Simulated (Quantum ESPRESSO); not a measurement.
# Collinear magnetic orders of Cr (Chromium) with Quantum ESPRESSO, part 2 of 2

Wanted: the moments of Cr (Chromium) and the energy of each order that was tried.

Quantum ESPRESSO 7.5; PBE; plane waves with GBRV 1.5 PBE potentials, no spin-orbit coupling.

So far: The starting structure; Start 1: ferro +; Start 2: antiferro q=(0,0,1/2) +−.

## 4. Start 3: antiferro q=(1/2,1/2,1/2) +−

The cell is doubled to 2 atoms to hold this order.

File pw.in:

```
&CONTROL
  calculation = 'scf'
  prefix = 'pwscf'
  outdir = './tmp'
  pseudo_dir = './pseudo'
  disk_io = 'nowf'
  tprnfor = .true.
  tstress = .true.
/
&SYSTEM
  ibrav = 0
  nat = 2
  ntyp = 2
  ecutwfc = 40
  ecutrho = 280
  nbnd = 21
  occupations = 'smearing'
  smearing = 'fd'
  degauss = 0.00734986
  nspin = 2
  starting_magnetization(1) = 0.1786
  starting_magnetization(2) = -0.1786
/
&ELECTRONS
  conv_thr = 4d-09
  electron_maxstep = 150
  mixing_beta = 0.3
/
ATOMIC_SPECIES
Cr1    51.9961 cr_pbe_v1.5.uspp.F.UPF
Cr2    51.9961 cr_pbe_v1.5.uspp.F.UPF
CELL_PARAMETERS bohr
  -5.4497811708    5.4497811708    5.4497811708
   0.0000000000    0.0000000000    5.4497811708
   0.0000000000    5.4497811708    0.0000000000
ATOMIC_POSITIONS crystal
Cr1     0.0000000000    0.0000000000    0.0000000000
Cr2     0.5000000000    0.0000000000    0.0000000000
K_POINTS automatic
7 14 14 0 0 0
```

On the command line:

```bash
OMP_NUM_THREADS=1 mpirun -n 2 pw.x -nk 2 -in pw.in > pw.out
```

Output:

```text
     [... lines left out ...]
Program PWSCF v.7.5 starts
     [... lines left out ...]
     number of atoms/cell      =            2
     [... lines left out ...]
     number of electrons       =        28.00
     number of Kohn-Sham states=           21
     kinetic-energy cutoff     =      40.0000  Ry
     charge density cutoff     =     280.0000  Ry
     scf convergence threshold =      4.0E-09
     [... lines left out ...]
     48 Sym. Ops., with inversion, found
     [... lines left out ...]
     number of k points=    60  Fermi-Dirac smearing, width (Ry)=  0.0073
     [... lines left out ...]
     iteration # 16     ecut=    40.00 Ry     beta= 0.30
     [... lines left out ...]
     Magnetic moment per site  (integrated on atomic sphere of radius R)
     atom   1 (R=0.206)  charge= 12.2559  magn=  1.1895
     atom   2 (R=0.206)  charge= 12.2559  magn= -1.1895
     [... lines left out ...]
     the Fermi energy is    18.6528 ev
!    total energy              =    -350.98989138 Ry
     estimated scf accuracy    <          9.3E-11 Ry
     smearing contrib. (-TS)   =      -0.00183083 Ry
     [... lines left out ...]
     total magnetization       =    -0.00 Bohr mag/cell
     absolute magnetization    =     2.55 Bohr mag/cell
     convergence has been achieved in  16 iterations
     [... lines left out ...]
     Total force =     0.000000     Total SCF correction =     0.000000
     [... lines left out ...]
          total   stress  (Ry/bohr**3)                   (kbar)     P=      -27.53
     [... lines left out ...]
```

Elapsed: 17 s, on 2 MPI ranks of Intel Xeon 6975P-C (Granite Rapids), shared host; peak memory 0.2 GiB; 34 s of CPU time.

Spin moment in the atom's sphere by atom:

```csv
atom,spin moment in the atom's sphere (μB)
Cr1,1.19
Cr2,-1.19
```

Numbers from this step:

```
smearing term TS       : 0.02491 eV
pressure               : -2.753 GPa
magnetization          : 0 μB
absolute magnetization : 2.551 μB
final state            : antiferromagnetic
```

## 5. Start 4: no spin polarisation

File pw.in:

```
&CONTROL
  calculation = 'scf'
  prefix = 'pwscf'
  outdir = './tmp'
  pseudo_dir = './pseudo'
  disk_io = 'nowf'
  tprnfor = .true.
  tstress = .true.
/
&SYSTEM
  ibrav = 0
  nat = 1
  ntyp = 1
  ecutwfc = 40
  ecutrho = 280
  nbnd = 13
  occupations = 'smearing'
  smearing = 'fd'
  degauss = 0.00734986
/
&ELECTRONS
  conv_thr = 2d-09
  electron_maxstep = 150
  mixing_beta = 0.3
/
ATOMIC_SPECIES
Cr     51.9961 cr_pbe_v1.5.uspp.F.UPF
CELL_PARAMETERS bohr
  -2.7248905854    2.7248905854    2.7248905854
   2.7248905854   -2.7248905854    2.7248905854
   2.7248905854    2.7248905854   -2.7248905854
ATOMIC_POSITIONS crystal
Cr      0.0000000000    0.0000000000    0.0000000000
K_POINTS automatic
14 14 14 0 0 0
```

Output:

```text
     [... lines left out ...]
Program PWSCF v.7.5 starts
     [... lines left out ...]
     number of atoms/cell      =            1
     [... lines left out ...]
     number of electrons       =        14.00
     number of Kohn-Sham states=           13
     kinetic-energy cutoff     =      40.0000  Ry
     charge density cutoff     =     280.0000  Ry
     scf convergence threshold =      2.0E-09
     [... lines left out ...]
     48 Sym. Ops., with inversion, found
     [... lines left out ...]
     number of k points=   104  Fermi-Dirac smearing, width (Ry)=  0.0073
     [... lines left out ...]
     iteration # 11     ecut=    40.00 Ry     beta= 0.30
     [... lines left out ...]
     the Fermi energy is    18.6904 ev
!    total energy              =    -175.49318690 Ry
     estimated scf accuracy    <          4.5E-10 Ry
     smearing contrib. (-TS)   =      -0.00205662 Ry
     [... lines left out ...]
     convergence has been achieved in  11 iterations
     [... lines left out ...]
     Total force =     0.000000     Total SCF correction =     0.000000
     [... lines left out ...]
          total   stress  (Ry/bohr**3)                   (kbar)     P=      -89.48
     [... lines left out ...]
```

It took 3 s on 2 MPI ranks; peak memory 0.13 GiB.

This step gave:

* smearing term TS: 0.02798 eV
* pressure: -8.948 GPa
* final state: non-magnetic (no spin polarisation)

## 6. Energies of the orders

An order is kept where moments of 0.15 μB or more survive with the typed signs; meshes match where a doubled cell samples the same k points as the first cell.

Orders:

| start | final state | typed order kept | energy over the lowest (meV a seeded atom) | largest site moment (μB) | net moment (μB a cell of the first run) | mesh matched | CPU time (s) |
| --- | --- | --- | --- | --- | --- | --- | --- |
| ferro + | non-magnetic | no | 23.95 | 0 | 0 | yes | 10.04 |
| antiferro q=(0,0,1/2) +- | non-magnetic | no | 23.95 | 0 | 0 | yes | 79.99 |
| antiferro q=(1/2,1/2,1/2) +- | antiferromagnetic | yes | 0 | 1.19 | 0 | yes | 34.14 |
| no spin polarisation | non-magnetic | - | 23.93 | 0 | 0 | yes | 5.53 |

## 7. The lowest state again, with its states saved

File pw.in:

```
&CONTROL
  calculation = 'scf'
  prefix = 'pwscf'
  outdir = './tmp'
  pseudo_dir = './pseudo'
  disk_io = 'low'
  tprnfor = .true.
  tstress = .true.
/
&SYSTEM
  ibrav = 0
  celldm(1) = 8
  nat = 2
  ntyp = 2
  ecutwfc = 40
  ecutrho = 280
  nbnd = 25
  occupations = 'smearing'
  smearing = 'fd'
  degauss = 0.00734986
  nspin = 2
  starting_magnetization(1) = 0.1786
  starting_magnetization(2) = -0.1786
/
&ELECTRONS
  conv_thr = 4d-09
  electron_maxstep = 150
  mixing_beta = 0.3
/
ATOMIC_SPECIES
Cr1    51.9961 cr_pbe_v1.5.uspp.F.UPF
Cr2    51.9961 cr_pbe_v1.5.uspp.F.UPF
CELL_PARAMETERS alat
  -0.6812226463510    0.6812226463510    0.6812226463510
   0.0000000000000    0.0000000000000    0.6812226463510
   0.0000000000000    0.6812226463510    0.0000000000000
ATOMIC_POSITIONS crystal
Cr1     0.0000000000    0.0000000000    0.0000000000
Cr2     0.5000000000    0.0000000000    0.0000000000
K_POINTS automatic
7 14 14 0 0 0
```

Output:

```text
     [... lines left out ...]
Program PWSCF v.7.5 starts
     [... lines left out ...]
     number of atoms/cell      =            2
     [... lines left out ...]
     number of electrons       =        28.00
     number of Kohn-Sham states=           25
     kinetic-energy cutoff     =      40.0000  Ry
     charge density cutoff     =     280.0000  Ry
     scf convergence threshold =      4.0E-09
     [... lines left out ...]
     48 Sym. Ops., with inversion, found
     [... lines left out ...]
     number of k points=    60  Fermi-Dirac smearing, width (Ry)=  0.0073
     [... lines left out ...]
     iteration # 14     ecut=    40.00 Ry     beta= 0.30
     [... lines left out ...]
     Magnetic moment per site  (integrated on atomic sphere of radius R)
     atom   1 (R=0.243)  charge= 12.2559  magn=  1.1904
     atom   2 (R=0.243)  charge= 12.2559  magn= -1.1904
     [... lines left out ...]
     the Fermi energy is    18.6528 ev
!    total energy              =    -350.98989137 Ry
     estimated scf accuracy    <          2.9E-09 Ry
     smearing contrib. (-TS)   =      -0.00182951 Ry
     [... lines left out ...]
     total magnetization       =     0.00 Bohr mag/cell
     absolute magnetization    =     2.55 Bohr mag/cell
     convergence has been achieved in  14 iterations
     [... lines left out ...]
     Total force =     0.000000     Total SCF correction =     0.000000
     [... lines left out ...]
          total   stress  (Ry/bohr**3)                   (kbar)     P=      -27.32
     [... lines left out ...]
```

It took 17 s on 2 MPI ranks; peak memory 0.2 GiB.

Read from the output:

```yaml
smearing_term_ts: 0.02489 eV
pressure: -2.732 GPa
magnetization: 0 μB
absolute_magnetization: 2.553 μB
final_state: antiferromagnetic
largest_moment: 1.190 μB
```

## 8. Projections on atomic orbitals

projwfc.x projects the saved states on orthogonalised atomic orbitals of the pseudopotential files.

Output:

```text
[banner, memory and clock lines left out]
Program PROJWFC v.7.5 starts

     [... lines left out ...]
     IMPORTANT: XC functional enforced from input :
     Exchange-correlation= PBE
                           (   1   4   3   4   0   0   0)
     Any further DFT definition will be discarded
     Please, verify this is what you really want

     G-vector sticks info

     Check: negative core charge=   -0.000011

     negative rho (up, down):  1.179E-03 1.179E-03

     Gaussian broadening (read from input): ngauss,degauss=   0    0.010000

     Calling projwave ....

  Problem Sizes
  natomwfc =           20
  nbnd     =           25
  nkstot   =          120
  npwx     =          739
  nkb      =           36

     Atomic states used for projection
     (read from pseudopotential files):

     state #   1: atom   1 (Cr1), wfc  1 (l=0 m= 1)
     state #   2: atom   1 (Cr1), wfc  2 (l=1 m= 1)
     state #   3: atom   1 (Cr1), wfc  2 (l=1 m= 2)
     state #   4: atom   1 (Cr1), wfc  2 (l=1 m= 3)
     state #   5: atom   1 (Cr1), wfc  3 (l=0 m= 1)
     state #   6: atom   1 (Cr1), wfc  4 (l=2 m= 1)
     state #   7: atom   1 (Cr1), wfc  4 (l=2 m= 2)
     state #   8: atom   1 (Cr1), wfc  4 (l=2 m= 3)
     state #   9: atom   1 (Cr1), wfc  4 (l=2 m= 4)
     state #  10: atom   1 (Cr1), wfc  4 (l=2 m= 5)
     state #  11: atom   2 (Cr2), wfc  1 (l=0 m= 1)
     state #  12: atom   2 (Cr2), wfc  2 (l=1 m= 1)
     state #  13: atom   2 (Cr2), wfc  2 (l=1 m= 2)
     state #  14: atom   2 (Cr2), wfc  2 (l=1 m= 3)
     state #  15: atom   2 (Cr2), wfc  3 (l=0 m= 1)
     state #  16: atom   2 (Cr2), wfc  4 (l=2 m= 1)
     state #  17: atom   2 (Cr2), wfc  4 (l=2 m= 2)
     state #  18: atom   2 (Cr2), wfc  4 (l=2 m= 3)
     state #  19: atom   2 (Cr2), wfc  4 (l=2 m= 4)
     state #  20: atom   2 (Cr2), wfc  4 (l=2 m= 5)

 [... projections of the bands left out ...]

Lowdin Charges:

     Atom #   1: total charge =  13.7108, s =  2.9595, p =  5.9937, d =  4.7576,
                 spin up      =   7.5363, s =  1.4878,
                 spin up      =   7.5363, p =  2.9965, pz=  0.9988, px=  0.9988, py=  0.9988,
                 spin up      =   7.5363, d =  3.0519, dz2=  0.4716, dxz=  0.7029, dyz=  0.7029, dx2-y2=  0.4716, dxy=  0.7029,
                 spin down    =   6.1745, s =  1.4717,
                 spin down    =   6.1745, p =  2.9971, pz=  0.9990, px=  0.9990, py=  0.9990,
                 spin down    =   6.1745, d =  1.7057, dz2=  0.2914, dxz=  0.3743, dyz=  0.3743, dx2-y2=  0.2914, dxy=  0.3743,
                 polarization =   1.3618, s =  0.0161, p = -0.0006, d =  1.3463,
     Atom #   2: total charge =  13.7107, s =  2.9595, p =  5.9937, d =  4.7575,
                 spin up      =   6.1745, s =  1.4717,
                 spin up      =   6.1745, p =  2.9971, pz=  0.9990, px=  0.9990, py=  0.9990,
                 spin up      =   6.1745, d =  1.7056, dz2=  0.2914, dxz=  0.3743, dyz=  0.3743, dx2-y2=  0.2914, dxy=  0.3743,
                 spin down    =   7.5363, s =  1.4878,
                 spin down    =   7.5363, p =  2.9965, pz=  0.9988, px=  0.9988, py=  0.9988,
                 spin down    =   7.5363, d =  3.0519, dz2=  0.4716, dxz=  0.7029, dyz=  0.7029, dx2-y2=  0.4716, dxy=  0.7029,
                 polarization =  -1.3618, s = -0.0161, p =  0.0006, d = -1.3463,
     Spilling Parameter:   0.0207
```

Elapsed: 1.5 s, on 2 MPI ranks; peak memory 0.06 GiB.

```csv
atom,moment in the sphere (μB),Löwdin moment (μB),Löwdin charge (e)
Cr1,1.190,1.362,13.711
Cr2,-1.190,-1.362,13.711
```

## 9. Results

- lowest state found: antiferromagnetic (from antiferro q=(1/2,1/2,1/2) +-)
- largest site moment: 1.19 μB
- state without moments: 23.9 meV a seeded atom higher

At this level spin polarisation gains little. 2 starts lost their moments. The largest moment reads 1.19 μB in the sphere and 1.36 μB by Löwdin projection; a site moment hangs on how space is shared out. Only these 4 starts were compared; other wavevectors, canted and longer-period orders were not. Energies are free energies at an electronic temperature of 1160 K, which lowers moments and differences where the moments are itinerant.

[Logs and program files are shortened in this print: banners, set-up blocks, solver, clock and traceback lines can be left out without a mark of their own.]

[Logs are printed without paths, hosts, clocks, repeated set-up lines and the standing remarks that a program may print on its own settings, such as how far it seeks lower states.]

[Hosts, paths, dates, database ids (printed as entryN), source tags and the programs' standing remarks are cut or masked in the printed files.]

[Where a cell is said to come from a database of computed structures, the database is the Materials Project.]
